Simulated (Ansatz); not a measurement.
**Starting-point dependence of the GW gap of Y4S3N2 (C2/m)**

One-shot GW is not self-consistent; how far does the start matter for Y4S3N2 (C2/m)?

Main program and level: Ansatz 0.2.0; G0W0 on several functionals, plane waves, PAW.

Report form: the programs' logs are mostly left out.

In doubt: masses and optical values from hybrid runs of this build are listed as unsure (step 4), which bears on the screening that GW takes from such a start.

## 1. The structure

The structure is monoclinic, space group C2/m (No. 12). Conventional cell: a = 12.924 Å, b = 3.831 Å, c = 9.850 Å, α = 90.00°, β = 128.38°, γ = 90.00°. Y has 3 N at 2.23 to 2.32 Å and 3 S at 2.88 to 2.92 Å nearest. Nearest to Y lie 1 N at 2.14 Å and 5 S at 2.73 to 3.03 Å. Nearest to S lie 6 Y at 2.80 to 2.88 Å. S has 5 Y at 2.73 to 3.03 Å nearest. Nearest to N lie 4 Y at 2.14 to 2.32 Å. Farther neighbours and most contacts between anions are not listed.

Coordinates:

```xyz
9
Lattice="6.4622 -1.9155 0.0000 6.4622 1.9155 0.0000 -6.1151 0.0000 7.7219" Properties=species:S:1:pos:R:3 pbc="T T T"
Y     5.8611    0.0000    5.0078
Y     0.9483    0.0000    2.7141
Y     4.7513    0.0000    1.1249
Y     2.0581    0.0000    6.5969
S     0.0000    0.0000    0.0000
S    -2.5419    0.0000    6.0565
S     9.3514    0.0000    1.6653
N     6.1025    0.0000    2.7887
N     0.7069    0.0000    4.9332
```

The cell and positions are those that the Materials Project relaxed with its own functionals (PBE, PBE+U or r2SCAN), kept fixed.

## 2. G0W0 on PBE

G0W0 replaces the xc potential by the self-energy, built once from these orbitals. Only a window of levels is corrected, while the sums run over the empty bands that the input names. This step takes PAW set soft_1 files.

This step: G0W0 on PBE, plane waves, PAW; PAW set soft_1.

Contents of input.yaml:

```yaml
crystal:
  lattice:
    - [6.4622478753, -1.9155154099, 0.0]
    - [6.4622478753, 1.9155154099, 0.0]
    - [-6.1150777327, 0.0, 7.7218549571]
  atoms:
    - { symbol: "Y", position: [0.76032434, 0.76032434, 0.64851811] }
    - { symbol: "Y", position: [0.23967566, 0.23967566, 0.35148189] }
    - { symbol: "Y", position: [0.43654668, 0.43654668, 0.14567864] }
    - { symbol: "Y", position: [0.56345332, 0.56345332, 0.85432136] }
    - { symbol: S, position: [0.0, 0.0, 0.0] }
    - { symbol: S, position: [0.17442465, 0.17442465, 0.78433872] }
    - { symbol: S, position: [0.82557535, 0.82557535, 0.21566128] }
    - { symbol: "N", position: [0.64303648, 0.64303648, 0.36114028] }
    - { symbol: "N", position: [0.35696352, 0.35696352, 0.63885972] }
kpoints:
  mp_grid: { grid: [4, 4, 2] }
hamiltonian:
  xc: pbe
  pseudopotentials: { kind: paw, azcp: { folder: soft_1 } }
scf:
  occupations: { method: fixed }
gw:
  n_empty_bands: 1048
  ecut_chi: 180.0
  qp_bands: [v3, c3]
  qp_kpoints: band_edges
  screening: { model: contour_deformation }
```

The run is started by

```bash
$ ansatz run input.yaml --threads 2 --pin off --max-ram 92160MiB --backend cuda --events-out ev --progress --plain --runs-dir out --devices 1 --max-vram 13GiB
```

It took 91 s on 1 × NVIDIA H100 80GB HBM3 (shared by 6 runs) with 2 threads of AMD EPYC 7R13 (Zen 3), shared host; peak memory 4.3 GiB.

This step gave:

- bands summed: 1084
- RPA ε∞ on this mesh (eigenvalues): 5.882, 6.078, 6.478
- plane waves in the screening matrix: 1059
- q-points in the mesh: 32
- G0W0 gap on the mesh: 2.314 eV
- k of the valence top: -0.5, -0.5, -0.5
- k of the conduction bottom: -0.5, -0.5, 0
- starting gap on the mesh: 1.429 eV
- Z at the valence top: 0.7409
- Z at the conduction bottom: 0.7840
- least direct G0W0 gap on the computed points: 2.367 eV

The gap on the mesh goes from 1.43 eV to 2.31 eV, a correction of +0.89 eV. Between the two edge states, bare exchange in place of the xc potential would open the gap by 7.25 eV, and correlation takes back 6.36 eV.

## 3. G0W0 on r2SCAN

The same correction from a different start measures what one shot leaves open.

This step: G0W0 on r2SCAN, plane waves, PAW; PAW set soft_1.

Changes to input.yaml since step 2:

```diff
@@ -18,3 +18,3 @@
 hamiltonian:
-  xc: pbe
+  xc: r2scan
   pseudopotentials: { kind: paw, azcp: { folder: soft_1 } }
```

Wall time 2.1 min (1 × NVIDIA H100 80GB HBM3 (shared by 6 runs) with 2 threads); peak memory 5.1 GiB; 3.5 min of CPU time.

This step gave:

- bands summed: 1084
- RPA ε∞ on this mesh (eigenvalues): 5.208, 5.337, 5.627
- plane waves in the screening matrix: 1059
- q-points in the mesh: 32
- G0W0 gap on the mesh: 2.464 eV
- k of the valence top: -0.5, -0.5, -0.5
- k of the conduction bottom: -0.5, -0.5, 0
- starting gap on the mesh: 1.732 eV
- Z at the valence top: 0.7543
- Z at the conduction bottom: 0.7979
- least direct G0W0 gap on the computed points: 2.519 eV

Against the run with 4×4×2 mesh, 1048 empty bands, screening to 180 eV, PAW set soft_1 files on PBE, the gap moves by +0.15 eV, while the start moved by +0.30 eV.

## 4. G0W0 on HSE06

This step: G0W0 on HSE06, plane waves, PAW; PAW set soft_1.

Changes to input.yaml since step 3:

```diff
@@ -18,3 +18,3 @@
 hamiltonian:
-  xc: r2scan
+  xc: hse06
   pseudopotentials: { kind: paw, azcp: { folder: soft_1 } }
```

The job ended after 4.7 min (1 × NVIDIA H100 80GB HBM3 (shared by 6 runs) with 2 threads; peak memory 4.8 GiB).

This step gave:

```
bands summed                                 : 1084
RPA ε∞ on this mesh (eigenvalues)            : 4.656, 4.768, 5.016
plane waves in the screening matrix          : 1059
G0W0 gap on the mesh                         : 2.704 eV
k of the valence top                         : -0.5, -0.5, -0.5
k of the conduction bottom                   : -0.5, -0.5, 0
starting gap on the mesh                     : 2.335 eV
least direct G0W0 gap on the computed points : 2.759 eV
```

Against the run with 4×4×2 mesh, 1048 empty bands, screening to 180 eV, PAW set soft_1 files on r2SCAN, the gap moves by +0.24 eV, while the start moved by +0.60 eV.

## 5. The starts together

All on the 4×4×2 mesh with 1048 empty bands and screening to 180 eV. Times are wall times on 1 × NVIDIA H100 80GB HBM3 (shared by 6 runs) with 2 threads of AMD EPYC 7R13 (Zen 3), shared host, good to a factor of about two.

```
 start  starting gap (eV)  shift (eV)  G0W0 gap (eV)  RPA ε∞ (harmonic mean)  Z (valence, conduction)     time
   PBE               1.43       +0.89           2.31                    6.14               0.74, 0.78     91 s
r2SCAN               1.73       +0.73           2.46                    5.38               0.75, 0.80  2.1 min
 HSE06               2.34       +0.37           2.70                    4.81               0.77, 0.81  4.7 min
```

The parts of the quasiparticle energy at the two band edges (eV; QP = start + Σx + Σc − Vxc):

```
   run               edge  start      Σx     Σc     Vxc     Z    QP
   PBE        valence top   8.02  -20.13   2.43  -17.13  0.74  7.44
   PBE  conduction bottom   9.45   -8.29  -3.93  -12.53  0.78  9.75
r2SCAN        valence top   7.86  -20.28   2.42  -17.42  0.75  7.43
r2SCAN  conduction bottom   9.59   -8.03  -3.90  -12.23  0.80  9.89
 HSE06        valence top   7.41  -20.26   2.25  -17.82  0.77  7.22
 HSE06  conduction bottom   9.75   -7.61  -3.85  -11.65  0.81  9.93
```

For a hybrid start, Vxc holds its share of exact exchange.

## 6. Results

```json
{
  "G0W0@PBE": "2.31 eV (start 1.43 eV)",
  "G0W0@r2SCAN": "2.46 eV (start 1.73 eV)",
  "G0W0@HSE06": "2.70 eV (start 2.34 eV)",
  "known limits": "not at the basis limit; no spin-orbit coupling"
}
```

The starting gaps span 0.91 eV and the G0W0 gaps 0.39 eV. Between PBE and HSE06, 0.39 eV of the 0.91 eV survives, 43 %. HSE06 screens less than PBE (ε∞ 4.81 against 6.14). Of the 0.39 eV by which its G0W0 gap is higher, the correlation part gives +0.25 eV, and exchange with the one-particle terms, which follow the orbitals, +0.14 eV. The smallest correction, +0.37 eV, is on HSE06, the start nearest to reproducing itself. Bands and cutoff are finite, so the gap is not at the basis limit. The miss can reach some tenths of an eV and take either sign; the mesh is an error of its own. The many-body steps are scalar-relativistic: spin-orbit coupling is not in them.

[Paths, hosts, dates, memory and timing lines, banners, echoed tables and standing remarks are left out of the program output.]

[Logs are printed without paths, hosts, clocks, repeated set-up lines and the standing remarks that a program may print on its own settings, such as how far it seeks lower states.]

[Runs of the session that timed out or met a known fault of the program may be left out.]

[Cells called generated may have been cut or substituted from an entry of the Crystallography Open Database or the Materials Project.]

[Hosts, paths, dates, database ids (printed as entryN), source tags and the programs' standing remarks are cut or masked in the printed files.]
